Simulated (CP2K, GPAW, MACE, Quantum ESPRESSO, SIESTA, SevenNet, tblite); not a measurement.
**Random packing of Ta40Si10N50 (at. %) (78 atoms): other programs against plane waves**

One geometry of random packing of Ta40Si10N50 (at. %) (78 atoms) is solved by several programs and methods. How far do their forces lie from a plane-wave PBE run?

Results are calculated, not measured.

## 1. The cell

The cell holds 78 atoms (31 Ta, 8 Si and 39 N), with edges of 10.09, 10.09 and 10.09 Å. Recipe: 78 atoms (31 Ta, 8 Si, 39 N) packed at random in a cube at 10.3 g/cm³ and pushed apart as soft spheres; a start for melting by ab initio MD, not an equilibrated structure. Then every atom was moved at random, 0.05 Å r.m.s. a Cartesian component. The density is 10.3 g/cm³.

## 2. The reference input

Quantum ESPRESSO 7.5: Kohn-Sham DFT, PBE, SSSP efficiency 1.3.0 pseudopotentials, plane waves. Its input, pw.in:

```
&control
  calculation = 'scf'
  pseudo_dir = './pseudo'
  outdir = './tmp'
  disk_io = 'none'
  tprnfor = .true.
  tstress = .true.
/
&system
  ibrav = 0
  nat = 78
  ntyp = 3
  ecutwfc = 60
  ecutrho = 480
  nosym = .true.
  occupations = 'smearing'
  smearing = 'fd'
  degauss = 0.003675
/
&electrons
  conv_thr = 3.9e-07
  electron_maxstep = 100
  mixing_beta = 0.4
  mixing_mode = 'plain'
  diagonalization = 'david'
/
ATOMIC_SPECIES
Ta 180.948 Ta.upf
Si 28.085 Si.upf
N 14.007 N.upf
CELL_PARAMETERS angstrom
10.08770 0.00000 0.00000
0.00000 10.08770 0.00000
0.00000 0.00000 10.08770
ATOMIC_POSITIONS crystal
Ta 0.25415 0.00219 0.38706
Ta 0.85547 0.10930 0.20605
Ta 0.21115 0.38403 0.45223
Ta 0.55329 0.01106 0.68592
[... 72 atom lines left out ...]
N 0.07358 0.97624 0.96191
N 0.56505 0.17099 0.92221
K_POINTS gamma
```

```console
$ OMP_NUM_THREADS=1 mpirun -np 2 pw.x -in pw.in > output.txt
```

Run time: 28 min. Hardware: 2 MPI ranks of Arm Neoverse N1, shared host; peak memory 5.1 GiB.

It converged with an r.m.s. force component of 3.1 eV/Å and a pressure of 9.0 GPa.

## 3. The other programs

- CP2K 2026.2: Gaussian basis with GTH pseudopotentials and a plane-wave density; labels give functional, basis (MOLOPT sets; SR short-range, UZH the newer set with its own potentials), grid cutoff/relative cutoff and solver (OT: orbital transformation; TRS4, TC2, SIGN: linear-scaling purification with its sparsity filter), or its built-in tight binding.
- GPAW 26.7.0: PAW with atomic orbitals (LCAO), plane waves or a real-space grid of spacing h.
- MACE: machine-learned potential, published weights.
- SIESTA 5.4.2: numerical atomic orbitals, whose automatically made sets are far from complete, with PseudoDojo norm-conserving potentials that we converted to its format (checked against plane waves on the same files for H, C, O, Si, Ge and Ca alone); labels give functional, basis size, energy shift and mesh cutoff.
- SevenNet: machine-learned potential, published weights.
- tblite 0.8.0: extended tight binding, driven from Python.

All use the same cell and atoms, and the electronic-structure runs the same k-mesh.

## 4. All runs compared

Differences are against the reference: forces as r.m.s. over components, share as that over the reference's r.m.s. force, slope as the fitted ratio of a run's forces to the reference's.

| run | Δ force, r.m.s. (meV/Å) | share (%) | slope | Δ pressure (GPa) | cores | CPU time | memory (GiB) |
| --- | --- | --- | --- | --- | --- | --- | --- |
| reference | - | - | - | - | 2 | 55 min | 5.1 |
| CP2K PBE, DZVP-MOLOPT-SR, 600/50 Ry, diagonalisation | 123 | 3.90 | 0.973 | -1.57 | 4 | 25 min | 5.6 |
| CP2K PBE, SZV-MOLOPT-SR, 600/50 Ry, diagonalisation (coarse) | 707 | 22.5 | 0.966 | 7.80 | 2 | 11 min | 2.9 |
| CP2K PBEsol, PBE potentials, DZVP-MOLOPT-SR, 600/50 Ry, diagonalisation | 169 | 5.38 | 0.962 | -6.61 | 4 | 25 min | 5.6 |
| GPAW PBE, plane waves 600 eV | 55.2 | 1.75 | 1.011 | -4.05 | 1 | 22 min | 1.4 |
| MACE MP-0b2 small potential | 1049 | 33.3 | 0.943 | 0.669 | 1 | 9.7 s | 0.67 |
| MACE MPA-0 medium potential | 715 | 22.7 | 1.047 | -2.09 | 1 | 12 s | 1.0 |
| SIESTA PBE, DZ, shift 0.01 Ry, mesh 500 Ry (coarse) | 546 | 17.4 | 1.015 | 0.116 | 2 | 14 min | 1.7 |
| SIESTA PBE, DZP, shift 0.01 Ry, mesh 100 Ry (coarse) | 183 | 5.81 | 1.023 | 1.06 | 2 | 4.4 min | 0.78 |
| SIESTA PBE, DZP, shift 0.01 Ry, mesh 500 Ry | 182 | 5.79 | 1.023 | 0.958 | 4 | 26 min | 2.7 |
| SIESTA PBE, TZP, shift 0.01 Ry, mesh 500 Ry | 130 | 4.14 | 1.018 | 0.133 | 4 | 41 min | 3.3 |
| SevenNet 0 potential | 877 | 27.9 | 1.099 | 1.37 | 1 | 12 s | 0.92 |
| tblite GFN1-xTB | 5942 | 189 | 2.366 | 49.0 | 1 | 11 s | 0.13 |

Rows marked coarse were listed beforehand as settings not expected to be converged; some can still land near the reference.

Times of the machine-learned potentials are mostly Python's start and the loading of weights.

Runs without a result: GPAW PBE, LCAO dzp, h 0.18 Å (cut off at its time limit); GPAW PBE, LCAO szp(dzp), h 0.18 Å (cut off at its time limit); GPAW PBE, LCAO dzp, h 0.25 Å (cut off at its time limit); GPAW PBE, LCAO sz(dzp), h 0.18 Å (cut off at its time limit).

CPU time is summed over cores on shared hosts, so it is rough.

## 5. Findings

Forces lie from 1.8 % (GPAW PBE, plane waves 600 eV) to 189 % (tblite GFN1-xTB) of the reference's r.m.s. force of 3.1 eV/Å away from it. Other PBE runs on plane waves or a grid: GPAW PBE, plane waves 600 eV 1.8 % of the r.m.s. force; the reference has errors of its own, so differences under a few per cent don't tell which side is nearer the exact PBE result. The PBE runs in local orbitals, coarse settings apart, differ by 3.9 % (CP2K PBE, DZVP-MOLOPT-SR, 600/50 Ry, diagonalisation) to 5.8 % (SIESTA PBE, DZP, shift 0.01 Ry, mesh 500 Ry); basis, grid and potentials can all enter. Tight binding differs by 189 % (tblite GFN1-xTB); it is another model, with fitted parameters of its own, and the xTB methods hold dispersion.

Machine-learned potentials differ by 23 % (MACE MPA-0 medium potential) to 33 % (MACE MP-0b2 small potential); they were trained on other programs' data. Rows with another functional or a dispersion term differ by 5.4 % (CP2K PBEsol, PBE potentials, DZVP-MOLOPT-SR, 600/50 Ry, diagonalisation), which mixes the change of model with differences of basis and potentials, some of them made for another functional. Runs with settings chosen to be coarse differ by 5.8 % (SIESTA PBE, DZP, shift 0.01 Ry, mesh 100 Ry) to 22 % (CP2K PBE, SZV-MOLOPT-SR, 600/50 Ry, diagonalisation), their programs' other errors included. From SIESTA PBE, DZP, shift 0.01 Ry, mesh 100 Ry to the finer SIESTA PBE, DZP, shift 0.01 Ry, mesh 500 Ry the share goes from 5.81 to 5.79 %, so the grid isn't what parts these runs from the reference. Pressures at PBE, coarse settings apart, lie -4.05 to +0.96 GPa from the reference's. A pressure off by over 25 GPa (tblite GFN1-xTB) is no usable stress for this cell.

**Limits.** Periodic xTB results under one method name differ between programs and library versions. The reference's pressure holds the uncorrected Pulay stress of its 60 Ry basis, so small pressure differences may be the reference's own error. Machine-learned potentials mimic data converged in k, so the reference's own k-point error enters their differences. The reference's stress is far from hydrostatic: its diagonal is 13.5, 9.0, 4.5 GPa, compression counted positive. The electronic-structure runs sample only Γ, in a cell whose shortest periodic width is 10 Å, which is coarse for a cell with partly filled levels. Spin–orbit coupling is left out, which matters for the levels of the heavy elements. The reference's pressure of 9.0 GPa reflects the volume that the recipe set, positions that aren't this level's minimum and the basis. CP2K warns in some runs that its smearing reaches the highest orbitals computed, so too few empty orbitals were added. The reference has no spin polarisation, so local moments can't form. Where levels are smeared, the DFT runs use Fermi–Dirac occupations at 580 K (0.05 eV), and energies are free energies. The atoms were displaced at random, and shares hang on the size of the forces that this gives. The reference's cutoffs and mesh weren't converged further here.

[Logs are printed without paths, hosts, clocks, repeated set-up lines and the standing remarks that a program may print on its own settings, such as how far it seeks lower states.]

[Hosts, paths, dates, database ids (printed as entryN), source tags and the programs' standing remarks are cut or masked in the printed files.]

[Cells were taken only where this reference lay near another plane-wave run.]
